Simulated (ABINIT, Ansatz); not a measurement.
## KCl (Sylvite): changed settings of a GW run in ABINIT

Aim: change inputs of a GW run on KCl (Sylvite) and see what moves.

Program: ABINIT 10.8.3. Level of theory: PBE and many-body steps on it, plane waves. Results are calculated unless marked as measured.

Most raw output is cut from this account.

### 1. Starting point

It takes space group Fm-3m (No. 225, cubic). The conventional cell has a = 6.293 Å, b = 6.293 Å, c = 6.293 Å, α = 90.00°, β = 90.00°, γ = 90.00°. Nearest to K lie 6 Cl at 3.15 Å. Nearest to Cl lie 6 K at 3.15 Å. Farther neighbours and most contacts between anions are not listed.

The cell and positions come from the Crystallography Open Database and are kept as given unless a step says otherwise.

### 2. Screening, 4×4×4 mesh, 469 bands, screening to 283 eV

This step: ABINIT 10.8.3; RPA screening on PBE, plane waves, norm-conserving pseudopotentials.

The RPA dielectric matrix is built and inverted for each q.

Contents of run.abi:

```
acell 3*1.0 Angstrom
rprim 
  -0.000000000000 3.146470000000 3.146470000000
  3.146470000000 0.000000000000 3.146470000000
  3.146470000000 3.146470000000 -0.000000000000
ntypat 2
znucl 19 17
natom 2
typat 1 2
xred 
  0.000000000000 0.000000000000 0.000000000000
  0.500000000000 0.500000000000 0.500000000000
pp_dirpath "pseudos"
pseudos "K.upf, Cl.upf"
ecut 33
ngkpt 4 4 4
nshiftk 1
shiftk 0 0 0
kptopt 1
chksymbreak 0
istwfk *1
occopt 1
irdwfk 1
optdriver 3
nband 469
ecuteps 10.4
inclvkb 2
awtr 1
symchi 1
indata_prefix "in"
outdata_prefix "out"
tmpdata_prefix "tmp"
```

Run with:

```sh
> OMP_NUM_THREADS=1 mpirun -n 4 abinit run.abi > log
```

Wall time 8.8 min (4 MPI ranks of Intel Xeon 6975P-C (Granite Rapids), shared host); peak memory 3.6 GiB.

Numbers from this step:

* ε∞ with local fields, on this mesh, along the program's q direction: 2.178
* the same without local fields: 2.586
* plasma frequency: 18.82 eV
* plane waves in the screening matrix: 645

Local fields lower ε∞ by 16 %.

### 3. Base

The self-energy is evaluated for the states that the input lists, and the levels follow from it, in one-shot runs by the linearised quasiparticle equation.

This step: G0W0 on PBE, plane waves, norm-conserving pseudopotentials.

run.abi, as its differences from that of step 2:

```diff
@@ -23,8 +23,15 @@
 irdwfk 1
-optdriver 3
+optdriver 4
 nband 469
+gwcalctyp 0
+ecutsigx 33
+symsigma 1
+nkptgw 1
+kptgw 
+  0.0000000000 0.0000000000 0.0000000000
+bdgw 
+  6 12
 ecuteps 10.4
-inclvkb 2
-awtr 1
-symchi 1
+irdscr 1
+ppmodel 1
 indata_prefix "in"
```

The job ended after 3.4 min (4 MPI ranks; peak memory 4.1 GiB; 13 min of CPU time).

Numbers from this step:

* G0W0 gap on the points computed: 8.203 eV
* starting gap on the mesh: 5.190 eV
* k of the valence top: 0, 0, 0
* k of the conduction bottom: 0, 0, 0
* Z at the valence top: 0.807
* Z at the conduction bottom: 0.872
* least direct G0W0 gap on the computed points: 8.203 eV

The gap on the mesh goes from 5.19 eV to 8.20 eV, a correction of +3.01 eV.

### 4. Fewer bands in the self-energy

run.abi, as its differences from that of step 3:

```diff
@@ -24,3 +24,3 @@
 optdriver 4
-nband 469
+nband 14
 gwcalctyp 0
```

It took 12 s on 4 MPI ranks; peak memory 1.4 GiB; 46 s of CPU time.

This step gave:

```
G0W0 gap on the points computed              : 7.455 eV
starting gap on the mesh                     : 5.190 eV
k of the valence top                         : 0, 0, 0
k of the conduction bottom                   : 0, 0, 0
Z at the valence top                         : 0.832
Z at the conduction bottom                   : 0.892
least direct G0W0 gap on the computed points : 7.455 eV
```

### 5. More bands than the file holds

run.abi, as its differences from that of step 4:

```diff
@@ -24,3 +24,3 @@
 optdriver 4
-nband 14
+nband 3417
 gwcalctyp 0
```

Elapsed: 2 s, on 4 MPI ranks; peak memory 0.06 GiB.

The run stopped with an error after 2 s.

The program's words: Number of bands stored WFK file is less than required. WFK mband: 1147, self-energy nband: 3417

The fault put into this input: more bands than the file holds.

### 6. Side by side

Times are wall times on 4 MPI ranks of Intel Xeon 6975P-C (Granite Rapids), shared host, good to a factor of about two. A run's time includes the screening step that it read.

| run | mesh | bands | screening cutoff (eV) | DFT gap (eV) | gap on the mesh (eV) | direct (eV) | ε∞ used | time |
| --- | --- | --- | --- | --- | --- | --- | --- | --- |
| base | 4×4×4 | 469 | 283 | 5.190 | 8.203 | 8.203 | 2.18 | 12 min |
| fewer bands in the self-energy | 4×4×4 | 14 | 283 | 5.190 | 7.455 | 7.455 | 2.18 | 9 min |

### 7. Outcome

```
base                           : 8.203 eV
fewer bands in the self-energy : 7.455 eV
known limits                   : not at the basis limit
```

What this shows: Fewer bands in the self-energy: −0.748 eV against base (keys changed: nband). Bands and cutoff are finite, so the gap is not at the basis limit. The miss can reach some tenths of an eV and take either sign; the mesh is an error of its own. In the G0W0 runs levels were corrected at 1 k point alone, so a gap called «on the mesh» is the least over those, and an edge elsewhere would be missed.

[Paths, hosts, dates, memory and timing lines, banners, echoed tables and standing remarks are left out of the program output.]

[Logs are printed without paths, hosts, clocks, repeated set-up lines and the standing remarks that a program may print on its own settings, such as how far it seeks lower states.]

[Runs of the session that timed out or met a known fault of the program may be left out.]

[Hosts, paths, dates, database ids (printed as entryN), source tags and the programs' standing remarks are cut or masked in the printed files.]

[G0W0 gaps are taken among the corrected bands and points alone; a level outside them can change the order at an edge.]

[Where Ansatz stands beside ABINIT at settings called matched, ABINIT's density can come from a denser mesh and the files from another edition; pairs whose starting gaps differed by over 0.03 eV were left out, so agreement reads better than it is.]
